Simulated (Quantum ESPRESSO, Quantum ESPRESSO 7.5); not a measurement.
## O on top sites of TaN(001): a series in the coverage

What law, if any, do the results for O on top sites of TaN(001) follow against the coverage?

Program: Quantum ESPRESSO 7.5. Level of theory: plane-wave DFT, PBE, GBRV ultrasoft pseudopotentials. Results are calculated unless marked as measured.

## 1. The structure

Symmetry: Fm-3m, No. 225, cubic system. The conventional cell has a = 4.420 Å, b = 4.420 Å, c = 4.420 Å, α = 90.00°, β = 90.00°, γ = 90.00°. Nearest to Ta lie 6 N at 2.21 Å. Nearest to N lie 6 Ta at 2.21 Å. Farther neighbours and most contacts between anions are not listed.

As a file:

```cif
data_structure
_symmetry_space_group_name_H-M 'P 1'
_symmetry_Int_Tables_number 1
_cell_length_a 3.1254
_cell_length_b 3.1254
_cell_length_c 4.4200
_cell_angle_alpha 90.000
_cell_angle_beta 90.000
_cell_angle_gamma 90.000
_cell_volume 43.18
loop_
_atom_site_label
_atom_site_type_symbol
_atom_site_fract_x
_atom_site_fract_y
_atom_site_fract_z
_atom_site_occupancy
Ta1 Ta 0.00000 0.00000 0.00000 1
N2 N 0.50000 0.50000 0.00000 1
Ta3 Ta 0.50000 0.50000 0.50000 1
N4 N 0.00000 0.00000 0.50000 1
```

Set-up: Slabs of 3 layers, covered on the upper face; adsorbates and the top layer relax in a periodic cell, the rest is held (the clean slab relaxes both outer layers); a run under open boundaries (ESM, bc1) gives both vacuum levels. Cells of one to 6 surface sites carry the coverages, on meshes of like density; cold smearing of 0.02 Ry. The slabs take the lattice constants of the bulk relaxed by the same program.

Members 0.25, 0.3333, 0.5 and 0.6667 took the same steps and show in the table alone.

## 2. Variable-cell relaxation of the reference

The bulk crystal is relaxed in cell and atoms; the members are built on its lattice constants.

File ref.vc.in:

```
&control
  prefix = 'ref.vc'
  outdir = './out'
  pseudo_dir = './pseudo'
  nstep = 40
  forc_conv_thr = 0.0003
  calculation = 'vc-relax'
/
&system
  ibrav = 0
  nat = 4
  ntyp = 2
  ecutwfc = 50
  ecutrho = 250
  occupations = 'smearing'
  smearing = 'mv'
  degauss = 0.02
/
&electrons
  conv_thr = 1e-09
  mixing_beta = 0.4
  electron_maxstep = 120
/
&ions
/
&cell
  press_conv_thr = 0.3
/
ATOMIC_SPECIES
  Ta  180.9479  ta_pbe_v1.uspp.F.UPF
  N   14.0070  n_pbe_v1.2.uspp.F.UPF
CELL_PARAMETERS angstrom
  3.12541197284454 0.00000000000000 0.00000000000000
  0.00000000000000 3.12541197284454 0.00000000000000
  0.00000000000000 0.00000000000000 4.42000000000000
ATOMIC_POSITIONS crystal
  Ta  0.000000000000 0.000000000000 0.000000000000
  N   0.500000000000 0.500000000000 0.000000000000
  Ta  0.500000000000 0.500000000000 0.500000000000
  N   0.000000000000 0.000000000000 0.500000000000
K_POINTS automatic
  13 13 9 0 0 0
```

Launch:

```bash
> OMP_NUM_THREADS=1 mpirun -n 16 pw.x -nk 16 -in ref.vc.in > ref.vc.out
```

Output:

```text
Program PWSCF v.7.5 starts
[citation notice left out]

     Parallel version (MPI & OpenMP), running on      16 processor cores
     Number of MPI processes:                16
     Threads/MPI process:                     1

     MPI processes distributed on     1 nodes
[...]
Current dimensions of program PWSCF are:
     Max number of different atomic species (ntypx) = 10
     Max number of k-points (npk) =  40000
     Max angular momentum in pseudopotentials (lmaxx) =  4
     Found identity + ( -0.5000 -0.5000 -0.5000) symmetry
     This is a supercell, fractional translations are disabled
     Message from routine setup:
     using ibrav=0 with symmetry is DISCOURAGED, use correct ibrav instead

     K-points division:     npool     =      16
     Subspace diagonalization in iterative solution of the eigenvalue problem:
     a serial algorithm will be used

     G-vector sticks info
     --------------------
     sticks:   dense  smooth     PW     G-vecs:    dense   smooth      PW
     Sum         681     553    177                19451    13861    2405

     Using Slab Decomposition

     bravais-lattice index     =            0
     lattice parameter (alat)  =       5.9062  a.u.
     unit-cell volume          =     291.3623 (a.u.)^3
     number of atoms/cell      =            4
     number of atomic types    =            2
     number of electrons       =        36.00
     number of Kohn-Sham states=           22
     kinetic-energy cutoff     =      50.0000  Ry
     charge density cutoff     =     250.0000  Ry
     scf convergence threshold =      1.0E-09
     mixing beta               =       0.4000
     number of iterations used =            8  plain     mixing
     energy convergence thresh.=      1.0E-04
     force convergence thresh. =      3.0E-04
     press convergence thresh. =      3.0E-01
     Exchange-correlation= SLA  PW   PBE  PBE
                           (   1   4   3   4   0   0   0)
     nstep                     =           40

     celldm(1)=   5.906173  celldm(2)=   0.000000  celldm(3)=   0.000000
     celldm(4)=   0.000000  celldm(5)=   0.000000  celldm(6)=   0.000000

     crystal axes: (cart. coord. in units of alat)
               a(1) = (   1.000000   0.000000   0.000000 )
               a(2) = (   0.000000   1.000000   0.000000 )
               a(3) = (   0.000000   0.000000   1.414214 )

     reciprocal axes: (cart. coord. in units 2 pi/alat)
               b(1) = (  1.000000  0.000000  0.000000 )
               b(2) = (  0.000000  1.000000  0.000000 )
               b(3) = (  0.000000  0.000000  0.707107 )

     PseudoPot. # 1 for Ta read from file:
     ./pseudo/ta_pbe_v1.uspp.F.UPF
     Pseudo is Ultrasoft + core correction, Zval = 13.0
     Generated by new atomic code, or converted to UPF format
     Using radial grid of  921 points,  7 beta functions with:
                l(1) =   0
                l(2) =   0
                l(3) =   1
                l(4) =   1
                l(5) =   2
                l(6) =   2
                l(7) =   3
     Q(r) pseudized with  6 coefficients,  rinner =    1.300   1.300   1.300
                                                       1.300   1.300   1.300
                                                       1.300

     PseudoPot. # 2 for N  read from file:
     ./pseudo/n_pbe_v1.2.uspp.F.UPF
     Pseudo is Ultrasoft + core correction, Zval =  5.0
     Generated by new atomic code, or converted to UPF format
     Using radial grid of  729 points,  4 beta functions with:
                l(1) =   0
                l(2) =   0
                l(3) =   1
                l(4) =   1
     Q(r) pseudized with  8 coefficients,  rinner =    0.900   0.900   0.900

     atomic species   valence    mass     pseudopotential
     Ta               13.00   180.94790     Ta( 1.00)
     N                 5.00    14.00700     N ( 1.00)

     16 Sym. Ops., with inversion, found

   Cartesian axes

     site n.     atom                  positions (alat units)
         1        Ta     tau(   1) = (   0.0000000   0.0000000   0.0000000  )
         2        N      tau(   2) = (   0.5000000   0.5000000   0.0000000  )
         3        Ta     tau(   3) = (   0.5000000   0.5000000   0.7071068  )
         4        N      tau(   4) = (   0.0000000   0.0000000   0.7071068  )

     number of k points=   140  Marzari-Vanderbilt smearing, width (Ry)=  0.0200

     Number of k-points >= 100: set verbosity='high' to print them.

     Dense  grid:    19451 G-vectors     FFT dimensions: (  30,  30,  45)

     Smooth grid:    13861 G-vectors     FFT dimensions: (  27,  27,  40)

     Estimated max dynamical RAM per process >      35.66 MB

     Estimated total dynamical RAM >     499.32 MB

     Initial potential from superposition of free atoms

     starting charge      35.9978, renormalised to      36.0000

     negative rho (up, down):  1.847E-01 0.000E+00
     Starting wfcs are   34 randomized atomic wfcs

     total cpu time spent up to now is        0.9 secs

     per-process dynamical memory:    33.9 Mb

     Self-consistent Calculation

     iteration #  1     ecut=    50.00 Ry     beta= 0.40
     Davidson diagonalization with overlap
     ethr =  1.00E-02,  avg # of iterations =  2.0

     negative rho (up, down):  1.882E-01 0.000E+00

     total cpu time spent up to now is        1.3 secs

     total energy              =    -324.00715281 Ry
     estimated scf accuracy    <       0.98754619 Ry

     iteration #  2     ecut=    50.00 Ry     beta= 0.40
[...]
negative rho (up, down):  1.906E-01 0.000E+00

[...]
total energy              =    -324.28440890 Ry
     estimated scf accuracy    <       0.08696265 Ry

     iteration #  3     ecut=    50.00 Ry     beta= 0.40
[...]
negative rho (up, down):  1.953E-01 0.000E+00

[...]
total energy              =    -324.29247737 Ry
     estimated scf accuracy    <       0.00916362 Ry

     iteration #  4     ecut=    50.00 Ry     beta= 0.40
[...]
negative rho (up, down):  1.951E-01 0.000E+00

[...]
total energy              =    -324.29268111 Ry
     estimated scf accuracy    <       0.01671161 Ry

     iteration #  5     ecut=    50.00 Ry     beta= 0.40
[...]
negative rho (up, down):  1.952E-01 0.000E+00

[...]
total energy              =    -324.29610192 Ry
     estimated scf accuracy    <       0.00005898 Ry

     iteration #  6     ecut=    50.00 Ry     beta= 0.40
[...]
0.00000000   0.00000000   0.00004360            0.00        0.00        6.41

     Energy error            =      2.4E-05 Ry
     Gradient error          =      0.0E+00 Ry/Bohr
     Cell gradient error     =      7.4E+00 kbar

     number of scf cycles    =   2
     number of bfgs steps    =   1

     enthalpy           old  =    -324.2961443891 Ry
     enthalpy           new  =    -324.2961688089 Ry

     CASE: enthalpy          _new < enthalpy          _old

     new trust radius        =       0.0025381693 bohr
     new conv_thr            =            1.0E-11 Ry

     new unit-cell volume =    290.48680 a.u.^3 (    43.04570 Ang^3 )
     density =     15.04123 g/cm^3

CELL_PARAMETERS (angstrom)
   3.120747978   0.000000000   0.000000000
   0.000000000   3.120747978   0.000000000
   0.000000000   0.000000000   4.419899576

ATOMIC_POSITIONS (crystal)
Ta               0.0000000000        0.0000000000        0.0000000000
N                0.5000000000        0.5000000000        0.0000000000
Ta               0.5000000000        0.5000000000        0.5000000000
N                0.0000000000        0.0000000000        0.5000000000

[...]
NEW-OLD atomic charge density approx. for the potential
     New effective cutoffs (rho, wfc):  250.25   50.15

     negative rho (up, down):  1.952E-01 0.000E+00

     total cpu time spent up to now is       11.4 secs

     per-process dynamical memory:    39.9 Mb

     Self-consistent Calculation

     iteration #  1     ecut=    50.00 Ry     beta= 0.40
     Davidson diagonalization with overlap
     ethr =  1.00E-06,  avg # of iterations =  2.0

     Threshold (ethr) on eigenvalues was too large:
     Diagonalizing with lowered threshold

     Davidson diagonalization with overlap
     ethr =  2.28E-09,  avg # of iterations =  2.5

     negative rho (up, down):  1.952E-01 0.000E+00

     total cpu time spent up to now is       12.3 secs

     total energy              =    -324.29618355 Ry
     estimated scf accuracy    <       0.00000068 Ry

[...]
iteration #  7     ecut=    50.00 Ry     beta= 0.40
[...]
negative rho (up, down):  1.953E-01 0.000E+00

[...]
End of self-consistent calculation

     Number of k-points >= 100: set verbosity='high' to print the bands.

     the Fermi energy is    21.4041 ev

!    total energy              =    -324.29618361 Ry
     estimated scf accuracy    <          9.3E-13 Ry
     smearing contrib. (-TS)   =       0.00037628 Ry
     internal energy E=F+TS    =    -324.29655989 Ry

     The total energy is F=E-TS. E is the sum of the following terms:
     one-electron contribution =     -11.06479879 Ry
     hartree contribution      =      29.48746335 Ry
     xc contribution           =     -95.57122614 Ry
     ewald contribution        =    -247.14799831 Ry

     convergence has been achieved in   7 iterations

     negative rho (up, down):  1.953E-01 0.000E+00

     Forces acting on atoms (cartesian axes, Ry/au):

     atom    1 type  1   force =     0.00000000    0.00000000    0.00000000
     atom    2 type  2   force =     0.00000000    0.00000000    0.00000000
     atom    3 type  1   force =     0.00000000    0.00000000    0.00000000
     atom    4 type  2   force =     0.00000000    0.00000000    0.00000000

     Total force =     0.000000     Total SCF correction =     0.000000

     Computing stress (Cartesian axis) and pressure

     negative rho (up, down):  1.953E-01 0.000E+00
          total   stress  (Ry/bohr**3)                   (kbar)     P=       -0.15
  -0.00000007   0.00000000   0.00000000           -0.01        0.00        0.00
   0.00000000  -0.00000007   0.00000000            0.00       -0.01        0.00
   0.00000000   0.00000000  -0.00000283            0.00        0.00       -0.42

     Energy error            =      1.5E-05 Ry
     Gradient error          =      0.0E+00 Ry/Bohr
     Cell gradient error     =      4.2E-01 kbar

     number of scf cycles    =   3
     number of bfgs steps    =   2

     enthalpy           old  =    -324.2961688089 Ry
     enthalpy           new  =    -324.2961836084 Ry

     CASE: enthalpy          _new < enthalpy          _old

     new trust radius        =       0.0002147643 bohr
     new conv_thr            =            1.0E-11 Ry

     new unit-cell volume =    290.47388 a.u.^3 (    43.04379 Ang^3 )
     density =     15.04190 g/cm^3

CELL_PARAMETERS (angstrom)
   3.120776927   0.000000000   0.000000000
   0.000000000   3.120776927   0.000000000
   0.000000000   0.000000000   4.419621104

ATOMIC_POSITIONS (crystal)
Ta               0.0000000000        0.0000000000        0.0000000000
N                0.5000000000        0.5000000000        0.0000000000
Ta               0.5000000000        0.5000000000        0.5000000000
N                0.0000000000        0.0000000000        0.5000000000

[...]
NEW-OLD atomic charge density approx. for the potential
     New effective cutoffs (rho, wfc):  250.25   50.15

     negative rho (up, down):  1.953E-01 0.000E+00

     total cpu time spent up to now is       15.5 secs

     per-process dynamical memory:    39.9 Mb

[...]
!    total energy              =    -324.29618363 Ry
[...]
Total force =     0.000000     Total SCF correction =     0.000000
[...]
Self-consistent Calculation

     iteration #  1     ecut=    50.00 Ry     beta= 0.40
     Davidson diagonalization with overlap
     c_bands:  1 eigenvalues not converged
     ethr =  1.00E-06,  avg # of iterations = 13.9

     negative rho (up, down):  1.880E-01 0.000E+00

     total cpu time spent up to now is       19.6 secs

     total energy              =    -324.01359815 Ry
     estimated scf accuracy    <       0.97934308 Ry

[...]
iteration # 17     ecut=    50.00 Ry     beta= 0.40
[...]
negative rho (up, down):  1.952E-01 0.000E+00

[...]
End of self-consistent calculation

     Number of k-points >= 100: set verbosity='high' to print the bands.

     the Fermi energy is    21.4051 ev

!    total energy              =    -324.29616400 Ry
     estimated scf accuracy    <          2.7E-12 Ry
     smearing contrib. (-TS)   =       0.00037603 Ry
     internal energy E=F+TS    =    -324.29654003 Ry

     The total energy is F=E-TS. E is the sum of the following terms:
     one-electron contribution =     -11.05972929 Ry
     hartree contribution      =      29.48628774 Ry
     xc contribution           =     -95.57142527 Ry
     ewald contribution        =    -247.15167320 Ry

     convergence has been achieved in  17 iterations

     negative rho (up, down):  1.952E-01 0.000E+00

     Forces acting on atoms (cartesian axes, Ry/au):

     atom    1 type  1   force =     0.00000000    0.00000000    0.00000000
     atom    2 type  2   force =     0.00000000    0.00000000    0.00000000
     atom    3 type  1   force =     0.00000000    0.00000000    0.00000000
     atom    4 type  2   force =     0.00000000    0.00000000    0.00000000

     Total force =     0.000000     Total SCF correction =     0.000000

     Computing stress (Cartesian axis) and pressure

     negative rho (up, down):  1.952E-01 0.000E+00
          total   stress  (Ry/bohr**3)                   (kbar)     P=       -0.06
  -0.00000064   0.00000000   0.00000000           -0.09        0.00        0.00
   0.00000000  -0.00000064   0.00000000            0.00       -0.09        0.00
   0.00000000   0.00000000   0.00000008            0.00        0.00        0.01

[...]
=------------------------------------------------------------------------------=
   JOB DONE.
=------------------------------------------------------------------------------=
```

Run time: 28 s. Hardware: 16 MPI ranks of Arm Neoverse V2, shared host; peak memory 1.2 GiB.

The steps of the relaxation:

```csv
step,energy less that of the first step (eV),largest force (eV/Å),volume (Å³)
1,0.0000,0.0000,43.18
2,-0.0003,0.0000,42.95
3,-0.0005,0.0000,43.05
4,-0.0005,0.0000,43.04
5,-0.0003,0.0000,43.04
```

```csv
cell as run,before,after,change
a (Å),3.125,3.121,-0.1 %
b (Å),3.125,3.121,-0.1 %
c (Å),4.420,4.420,-0.0 %
volume (Å³/atom),10.79,10.76,-0.3 %
```

 The last row is no step: it is a fresh SCF in the final cell with a new plane-wave basis, +0 meV from the row before.

This step gave:

```
free energy  : -4412.2741 eV
Fermi energy : 21.41 eV
```

(Continued in part 2 of 10.)

[Logs are printed without paths, hosts, clocks, repeated set-up lines and the standing remarks that a program may print on its own settings, such as how far it seeks lower states.]

[Hosts, paths, dates, database ids (printed as entryN), source tags and the programs' standing remarks are cut or masked in the printed files.]

[Maps of the electrostatic potential energy from Ansatz leave out the sawtooth potential of an applied field or a dipole correction, so their vacuum need not be flat; planar profiles and work functions include it.]
